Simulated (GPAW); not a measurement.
# C (Diamond, Fd-3m): the C K absorption edge, part 2 of 2

What does one-electron theory with a core hole give for the C K edge of C (Diamond, Fd-3m)?

GPAW 26.7.0; X-ray absorption from dipole matrix elements to empty bands, plane-wave PAW LDA.

So far. Step 2 (The field without a hole): The mesh shows a gap of 4.13 eV, so the hole is first treated in a charged cell, without the excited electron. Step 3 (Spectrum without a core hole, C atom 1): Main maxima below 20 eV (height): 4.2 eV (1.54), 4.9 eV (1.53), 7.1 eV (1.24), 9.7 eV (1.73) and 17.9 eV (1.29). A K edge sees empty p states; a tetrahedral site has σ* states alone, so there is no π* peak.

**5. Spectrum with FCH, C atom 1**

The holes are 5.0 Å apart. In GPAW the data set carries the hole's charge, so charge=0 means a charged cell and charge=-1 a neutral one. The excited electron is left out and a uniform background balances the charge. After the field has converged, empty bands are computed with the density fixed and the dipole matrix elements are summed.

File xas.py:

```python
import numpy as np
from ase import Atoms
from ase.parallel import parprint, paropen
from gpaw import GPAW, PW, FermiDirac, Mixer, MixerDif, setup_paths
from gpaw.test import gen
setup_paths.insert(0, '.')
gen('C', name='fch1s', xcname='LDA', corehole=(1, 0, 1), write_xml=True)

atoms = Atoms('C16',
    cell=[[0, 3.56674, 3.56674],
     [3.56674, 0, 3.56674],
     [3.56674, 3.56674, 0]],
    scaled_positions=[[0.375, 0.375, 0.375],
     [0.375, 0.375, 0.875],
     [0.375, 0.875, 0.375],
     [0.875, 0.375, 0.375],
     [0.375, 0.875, 0.875],
     [0.875, 0.375, 0.875],
     [0.875, 0.875, 0.375],
     [0.875, 0.875, 0.875],
     [0.25, 0.25, 0.25],
     [0.25, 0.25, 0.75],
     [0.25, 0.75, 0.25],
     [0.75, 0.25, 0.25],
     [0.25, 0.75, 0.75],
     [0.75, 0.25, 0.75],
     [0.75, 0.75, 0.25],
     [0.75, 0.75, 0.75]],
    pbc=True)
atoms.calc = calc = GPAW(legacy_gpaw=True, mode=PW(430), xc='LDA', setups={0: 'fch1s'},
    kpts={'size': (5, 5, 5), 'gamma': True}, occupations=FermiDirac(0.02),
    charge=0, mixer=Mixer(0.1, 5, 50), maxiter=150,
    convergence={'density': 0.0001}, txt='scf.txt')
energy = atoms.get_potential_energy() + calc.get_reference_energy()
ef = calc.get_fermi_level()
out = dict(energy=energy, fermi=ef, forces=atoms.get_forces().tolist())
parprint(f'all-electron energy {energy:.4f} eV, Fermi level {ef:.4f} eV')
ev = np.array([[calc.get_eigenvalues(k, s) for k in range(len(calc.get_ibz_k_points()))] for s in range(calc.get_number_of_spins())])
out['homo'], out['lumo'], out['counts'] = ev[ev < ef].max(), ev[ev > ef].min(), sorted(set((ev < ef).sum((0, 2)).tolist()))
out['filled'] = (ev[:, 0] < ef).sum(1).tolist()

from gpaw.xas import XAS
nb = int(calc.get_number_of_electrons() / 2) + 57
top, nb = nb, nb + 8 + nb // 12
nscf = calc.fixed_density(kpts={'size': (6, 6, 6), 'gamma': True}, nbands=nb,
    convergence={'bands': top, 'eigenstates': 1e-5}, maxiter=60, txt='nscf.txt')
cell = atoms.cell.array
ops = [cell.T @ U.T @ np.linalg.inv(cell.T) for U in nscf.wfs.kd.symmetry.op_scc]
filled = [32]  # bands filled in the ground state, by spin
E = np.arange(-6, 34, 0.1)
fwhm = np.interp(E, [4, 25], [0.9, 3.5])
Y, X, zero, highest = 0, 0, 1e9, 1e9
for spin in range(nscf.get_number_of_spins()):
    xas = XAS(nscf, mode='all', center=0, spin=spin)
    eps = xas.eps_kn
    d = xas.sigma_cmkn  # core-to-band dipole matrix elements, k weights included
    T = np.einsum('amkn,bmkn->abkn', d, d.conj()).real
    T = sum(np.einsum('ai,ijkn,bj->abkn', R, T, R) for R in ops) / len(ops)
    empty = np.ones_like(eps, bool) & (np.arange(nb) >= filled[spin])
    zero, highest = min(zero, eps[empty].min()), min(highest, eps[:, top - 1].min())
    lines = [(eps, T, empty)] if spin == 0 else lines + [(eps, T, empty)]
for eps, T, empty in lines:
    f = np.einsum('aakn->akn', T).reshape(3, -1)
    x = eps.ravel() - zero
    w = np.interp(x, E, fwhm) / 2.35482
    g = np.exp(-0.5 * ((E[:, None] - x) / w) ** 2) / (w * (2 * np.pi) ** 0.5)
    Y = Y + (f * empty.ravel()) @ g.T
    X = X + (f * ~empty.ravel()) @ g.T
out.update(E=E.round(2).tolist(), xas=Y.tolist(), xes=X.tolist(), zero=zero, valid=highest - zero, nk=len(eps), nb=nb)
for i in range(0, len(E), 10):
    parprint(f'{E[i]:7.2f}', *(f'{v:10.3e}' for v in Y[:, i]))
import json
with paropen('out.json', 'w') as f:
    json.dump(out, f)
```

The run is started by

```bash
$ OMP_NUM_THREADS=1 python xas.py
```

Numbers of over 12 decimals in the logs are rounded to 6 here.

Output:

```text
Input parameters:
  convergence: {density: 0.0001}
  kpts: {gamma: True,
         size: (5, 5, 5)}
  maxiter: 150
  mixer: {backend: pulay,
          beta: 0.1,
          method: separate,
          nmaxold: 5,
          weight: 50}
  mode: {ecut: 430.0,
         name: pw}
  occupations: {fixmagmom: False,
                name: fermi-dirac,
                width: 0.02}
  setups: {0: fch1s}

Initialize ...

[... PAW data sets ...]

Reference energy: -15999.349605  # eV

Spin-paired calculation

[... convergence settings ...]
Symmetries present (total): 6
  [... symmetry matrices ...]

125 k-points: 5 x 5 x 5 Monkhorst-Pack grid
19 k-points in the irreducible part of the Brillouin zone
       k-points in crystal coordinates                weights
   0:     0.00000000    0.00000000    0.00000000          1/125
   1:     0.20000000    0.00000000   -0.20000000          6/125
   2:     0.20000000    0.00000000    0.00000000          6/125
   3:     0.20000000    0.20000000   -0.20000000          6/125
   4:     0.20000000    0.20000000    0.00000000          6/125
   5:     0.20000000    0.20000000    0.20000000          2/125
   6:     0.40000000   -0.20000000   -0.20000000          6/125
   7:     0.40000000    0.00000000   -0.40000000          6/125
   8:     0.40000000    0.00000000   -0.20000000         12/125
   9:     0.40000000    0.00000000    0.00000000          6/125
          ...
  18:     0.40000000    0.40000000    0.40000000          2/125

Wave functions: Plane wave expansion
  Cutoff energy: 430.000 eV
  Number of coefficients (min, max): 1828, 1851
  Pulay-stress correction: 0.000000 eV/Ang^3 (de/decut=0.000000)
  Using FFTW library
  Wavefunction extrapolation:
    Improved wavefunction reuse through dual PAW basis

Occupation numbers: Fermi-Dirac:
  width: 0.0200  # eV

Eigensolver
   Davidson(niter=2)

Densities:
  Coarse grid: 25*25*25 grid
  Fine grid: 50*50*50 grid
  Total Charge: 1.000000

Density mixing:
  Method: separate
  Backend: pulay
  Linear mixing parameter: 0.1
  old densities: 5
  Width of damping distribution: 1.1
  Damping of long wavelength oscillations: 50

[... Hamiltonian set-up ...]
Number of atoms: 16
Number of atomic orbitals: 64
Number of bands in calculation: 43
Number of valence electrons: 64
Bands to converge: occupied

... initialized

Initializing position-dependent things.

Density initialized from atomic densities
Creating initial wave functions:
  43 bands from LCAO basis set

                     C
               C  C
             C  C
           C  C     C
        C     C  C
            C  C
          C  C
       C

Atomic positions and initial magnetic moments

Positions:
   0 C      2.675055    2.675055    2.675055    ( 0.0000,  0.0000,  0.0000)
   1 C      4.458425    4.458425    2.675055    ( 0.0000,  0.0000,  0.0000)
   2 C      4.458425    2.675055    4.458425    ( 0.0000,  0.0000,  0.0000)
   3 C      2.675055    4.458425    4.458425    ( 0.0000,  0.0000,  0.0000)
   4 C      6.241795    4.458425    4.458425    ( 0.0000,  0.0000,  0.0000)
   5 C      4.458425    6.241795    4.458425    ( 0.0000,  0.0000,  0.0000)
   6 C      4.458425    4.458425    6.241795    ( 0.0000,  0.0000,  0.0000)
[...]
13 C      3.566740    5.350110    3.566740    ( 0.0000,  0.0000,  0.0000)
  14 C      3.566740    3.566740    5.350110    ( 0.0000,  0.0000,  0.0000)
  15 C      5.350110    5.350110    5.350110    ( 0.0000,  0.0000,  0.0000)

Unit cell:
           periodic     x           y           z      points  spacing
  1. axis:    yes    0.000000    3.566740    3.566740    25     0.1647
  2. axis:    yes    3.566740    0.000000    3.566740    25     0.1647
  3. axis:    yes    3.566740    3.566740    0.000000    25     0.1647

  Lengths:   5.044132   5.044132   5.044132
  Angles:   60.000000  60.000000  60.000000

Effective grid spacing dv^(1/3) = 0.1798

iter:   1  -193.812189
iter:   2  -191.550492   -1.84  -0.81
iter:   3  -187.898563   -1.08  -0.87
iter:   4  -187.264584   -1.99  -1.22
iter:   5  -187.302530   -2.26  -1.53
iter:   6  -187.275248   -2.85  -1.84
iter:   7  -187.243189   -2.98  -1.97
iter:   8  -187.238798   -3.54  -2.59
iter:   9  -187.237975c  -4.67  -2.81
iter:  10  -187.237943c  -5.82  -3.49
iter:  11  -187.237932c  -5.64  -3.58
iter:  12  -187.237922c  -6.57  -3.77
iter:  13  -187.237917c  -6.61  -3.88
iter:  14  -187.237915c  -7.14  -4.24c
iter:  15  -187.237915c  -7.86c -4.46c

Converged after 15 iterations.

Dipole moment: (16.742815, 16.742815, 16.742815) |e|*Ang

Energy contributions relative to reference atoms: (reference = -15999.349605)

Kinetic:        +95.392584
Potential:     -118.824053
External:        +0.000000
XC:            -163.912762
Entropy (-ST):   -0.000000
Local:           +0.106316
SIC:             +0.000000
--------------------------
Free energy:   -187.237915
Extrapolated:  -187.237915

Showing only first 2 kpts
 Kpt  Band  Eigenvalues  Occupancy
  0    30     11.70147    2.00000
  0    31     11.70148    2.00000
  0    32     15.48758    0.00000
  0    33     16.17719    0.00000

  1    30      9.60041    2.00000
  1    31     11.23010    2.00000
  1    32     16.18783    0.00000
[...]
Fermi level: 12.21050

Gap: 3.773 eV
Transition (v -> c):
  (s=0, k=0, n=31, [0.00, 0.00, 0.00]) -> (s=0, k=4, n=32, [0.20, 0.20, 0.00])
Direct/indirect transitions are different
Direct gap: 3.786 eV
Transition at: (s=0, k=0, n=31, [0.00, 0.00, 0.00])

Forces in eV/Ang:
  0 C    -0.00001   -0.00001   -0.00001
  1 C     0.00000    0.00000    0.84838
  2 C     0.00000    0.84838    0.00000
  3 C     0.84838    0.00000    0.00000
  4 C    -0.84839   -0.00000   -0.00000
  5 C    -0.00000   -0.84839   -0.00000
  6 C    -0.00000   -0.00000   -0.84839
[...]
13 C    -0.19142    0.19143   -0.19142
 14 C    -0.19142   -0.19142    0.19143
 15 C     0.19143    0.19143    0.19143
Scalar-relativistic atomic LDA calculation for C (Carbon, Z=6)
Core hole in 1s state (1s occupation: 1.0)
300 radial gridpoints.
|------------------------------------------------|
|------------------------------------------------|
[... the atom generator's iteration count ...]

Energy contributions:
-------------------------
Kinetic:      +26.191319
XC:            -3.250568
Potential:    -49.301465
-------------------------
Total:        -26.360713

state      eigenvalue         ekin         rmax
-----------------------------------------------
1s^1.0 :   -12.242791    17.075241        0.169
2s^2.0 :    -1.088966     2.357774        1.067
2p^2.0 :    -0.788324     2.200265        0.916
-----------------------------------------------
(units: Bohr and Hartree)

Generating PAW setup
Kinetic energy of the core from tauc = 17.083225
Cutoffs:
rc(s)=1.200
rc(p)=1.200
rc(d)=1.200
rc(vbar)=1.080
rc(comp)=1.200
rc(nct)=1.200

Kinetic energy of the core states: 17.075241
Charge: 1.0
Core electrons: 1.0
Valence electrons: 4.0
Pseudo-core charge: 0.009839
Shape function alpha=6.944
Pseudo-electron charge 3.948111
state    eigenvalue         norm
--------------------------------
2s(2) :    -1.088966     1.079442
*s    :    -0.088966
2p(2) :    -0.788324     0.889693
*p    :     0.211676
*d    :     0.000000
--------------------------------

Diagonalizing with gridspacing h=0.050

state   all-electron     PAW
-------------------------------
2s:      -1.088966    -1.089850
2p:      -0.788324    -0.789871
*d:                   -0.068511
*f:                   -0.014334
-------------------------------
all-electron energy -16186.5875 eV, Fermi level 12.2105 eV
[...]
31.00  3.782e-05  3.782e-05  3.782e-05
  32.00  3.764e-05  3.764e-05  3.764e-05
  33.00  4.332e-05  4.332e-05  4.332e-05
```

Wall time 3.3 min (1 thread of Arm Neoverse V1, shared host); peak memory 0.41 GiB.

The C K spectrum, C atom 1, full core hole (charged cell) (energy from the lowest empty level; intensity scaled to a mean of 1 over the first 19 eV):

```
E (eV)  intensity
  -2.0       0.00
  -1.0       0.00
   0.0       0.44
   1.0       1.89
   2.0       1.78
   3.0       2.59
   4.0       1.74
   5.0       1.35
   6.0       0.93
   7.0       0.88
   8.0       0.82
   9.0       1.05
  10.0       1.02
  11.0       0.51
  12.0       0.14
  13.0       0.18
  14.0       0.41
  15.0       0.68
  16.0       0.91
  17.0       0.93
  18.0       0.75
  19.0       0.54
  20.0       0.35
```

Main maxima below 19 eV (height): 1.1 eV (1.91), 3.0 eV (2.59), 6.5 eV (1.03), 9.5 eV (1.10) and 16.6 eV (0.95). 

The hole costs E(hole) − E(ground) = 275.49 eV, and the lowest empty level of the hole cell on the spectrum's mesh lies at 15.47 eV, which puts the zero at 290.96 eV. One term is added: -6.67 eV, since the hole is spin-paired here and a spin-polarised one costs that much less in the free atom (computed apart). The photon energy is then 284.29 eV. The functional and the charged cell's background leave an error in such absolute values: in the free atom LDA prices this hole 2.9 eV below PBE (computed apart), and PBE is itself good to a few eV.

**6. Excitation energy, C atom 1**

With the excited electron kept in the cell the system stays neutral, and the energy difference is an excitation energy by itself. In a small cell that electron takes up a good share of the lowest empty band, or all of one, which shifts the value from the true onset.

Changed against the first core-hole run: core hole to XCH, with the smearing that suits a partly filled band.

File scf.py:

```python
import numpy as np
from ase import Atoms
from ase.parallel import parprint, paropen
from gpaw import GPAW, PW, FermiDirac, Mixer, MixerDif, setup_paths
from gpaw.test import gen
setup_paths.insert(0, '.')
gen('C', name='fch1s', xcname='LDA', corehole=(1, 0, 1), write_xml=True)

atoms = Atoms('C16',
    cell=[[0, 3.56674, 3.56674],
     [3.56674, 0, 3.56674],
     [3.56674, 3.56674, 0]],
    scaled_positions=[[0.375, 0.375, 0.375],
     [0.375, 0.375, 0.875],
     [0.375, 0.875, 0.375],
     [0.875, 0.375, 0.375],
     [0.375, 0.875, 0.875],
     [0.875, 0.375, 0.875],
     [0.875, 0.875, 0.375],
     [0.875, 0.875, 0.875],
     [0.25, 0.25, 0.25],
     [0.25, 0.25, 0.75],
     [0.25, 0.75, 0.25],
     [0.75, 0.25, 0.25],
     [0.25, 0.75, 0.75],
     [0.75, 0.25, 0.75],
     [0.75, 0.75, 0.25],
     [0.75, 0.75, 0.75]],
    pbc=True)
atoms.calc = calc = GPAW(legacy_gpaw=True, mode=PW(430), xc='LDA', setups={0: 'fch1s'},
    kpts={'size': (5, 5, 5), 'gamma': True}, occupations=FermiDirac(0.04),
    charge=-1, mixer=Mixer(0.1, 5, 50), maxiter=150,
    convergence={'density': 0.0001}, txt='scf.txt')
energy = atoms.get_potential_energy() + calc.get_reference_energy()
ef = calc.get_fermi_level()
out = dict(energy=energy, fermi=ef, forces=atoms.get_forces().tolist())
parprint(f'all-electron energy {energy:.4f} eV, Fermi level {ef:.4f} eV')
ev = np.array([[calc.get_eigenvalues(k, s) for k in range(len(calc.get_ibz_k_points()))] for s in range(calc.get_number_of_spins())])
out['homo'], out['lumo'], out['counts'] = ev[ev < ef].max(), ev[ev > ef].min(), sorted(set((ev < ef).sum((0, 2)).tolist()))
out['filled'] = (ev[:, 0] < ef).sum(1).tolist()
import json
with paropen('out.json', 'w') as f:
    json.dump(out, f)
```

The run is started by

```bash
$ OMP_NUM_THREADS=1 python scf.py
```

Output:

```text
Input parameters:
  charge: -1
  convergence: {density: 0.0001}
  kpts: {gamma: True,
         size: (5, 5, 5)}
  maxiter: 150
  mixer: {backend: pulay,
          beta: 0.1,
          method: separate,
          nmaxold: 5,
          weight: 50}
  mode: {ecut: 430.0,
         name: pw}
  occupations: {fixmagmom: False,
                name: fermi-dirac,
                width: 0.04}
  setups: {0: fch1s}

Initialize ...

[...]
2s(2) :    -1.088966     1.079442
*s    :    -0.088966
2p(2) :    -0.788324     0.889693
*p    :     0.211676
*d    :     0.000000
--------------------------------

Diagonalizing with gridspacing h=0.050

state   all-electron     PAW
-------------------------------
2s:      -1.088966    -1.089850
2p:      -0.788324    -0.789871
*d:                   -0.068511
*f:                   -0.014334
-------------------------------
all-electron energy -16170.6488 eV, Fermi level 16.2685 eV
[key lines of the parts left out:]
Converged after 17 iterations.
Dipole moment: (16.846214, 16.846214, 16.846214) |e|*Ang
Free energy:   -171.306377
Fermi level: 16.26848
```

Run time: 61 s. Hardware: 1 thread; peak memory 0.25 GiB.

The total-energy difference is 291.43 eV. With the free-atom term of -6.67 eV for this edge, the photon energy is 284.76 eV.

**7. With and without the hole**

Both curves are counted from their own zero, so only the shift of weight within the empty states shows.

```
E (eV)  no hole   FCH
  -2.0     0.00  0.00
  -1.0     0.00  0.00
   0.0     0.04  0.44
   1.0     0.26  1.89
   2.0     0.58  1.78
   3.0     0.86  2.59
   4.0     1.49  1.74
   5.0     1.53  1.35
   6.0     0.98  0.93
   7.0     1.24  0.88
   8.0     1.10  0.82
   9.0     1.56  1.05
  10.0     1.72  1.02
  11.0     1.45  0.51
  12.0     0.69  0.14
  13.0     0.29  0.18
  14.0     0.39  0.41
  15.0     0.67  0.68
  16.0     1.00  0.91
  17.0     1.23  0.93
  18.0     1.29  0.75
  19.0     1.19  0.54
  20.0     0.93  0.35
```

With each curve scaled to its own mean, the area from −2 to 6 eV with the hole is 10.1 against 5.2, and the centre of weight from −1 to 20 eV moves by -2.9 eV: the hole pulls the absorber's empty states down.

**8. Results**

- absorber and edge: C K, atom 1 of the ground-state input (counted from 1)
- surroundings: 4 C at 1.54 Å (tetrahedral, site symmetry -43m)
- highest intensity below 16 eV: 3.0 eV above the zero, height 2.59
- photon energy of the zero, with the added terms: 284.3 eV (raw 291.0 eV; LDA puts this hole about 3 eV below PBE, itself good to a few eV)

**Reading.** The C K edge of atom 1, with 4 C at 1.54 Å (tetrahedral, site symmetry -43m), has its highest intensity of the first 16 eV at 3.0 eV above the zero, near 287 eV in photon energy (LDA puts this hole about 3 eV below PBE, itself good to a few eV), 2.6 times the mean level of the first 19 eV (Gaussian full width 0.9 eV up to 4 eV, rising linearly to 3.5 eV at 25 eV). With each curve scaled to its own mean, the area from −2 to 6 eV with the hole is 10.1 against 5.2, and the centre of weight from −1 to 20 eV moves by -2.9 eV: the hole pulls the absorber's empty states down. The neutral-cell energy lies +0.5 eV from the charged-cell zero, a gap made of the charged-cell error and of where the added electron settles. The holes are only 5.0 Å apart, so the shape is probably not converged with cell size; no larger cell was run here. The mesh is coarse (0.25 Å⁻¹ between points), so small maxima may be mesh ripples. The structure is a published determination, not relaxed.

[Banner, clock and machine lines of the logs are left out without a mark of their own.]

[Logs are printed without paths, hosts, clocks, repeated set-up lines and the standing remarks that a program may print on its own settings, such as how far it seeks lower states.]

[Hosts, paths, dates, database ids (printed as entryN), source tags and the programs' standing remarks are cut or masked in the printed files.]

[Lists of maxima count a maximum above −3 eV only where it reaches 4 % of the highest in the window and stands out from its surroundings by 2 % of it (1.5 % where it reaches 55 %); shoulders and weaker maxima are passed over, and of the rest the first, up to two pre-edge ones and the few strongest are named.]
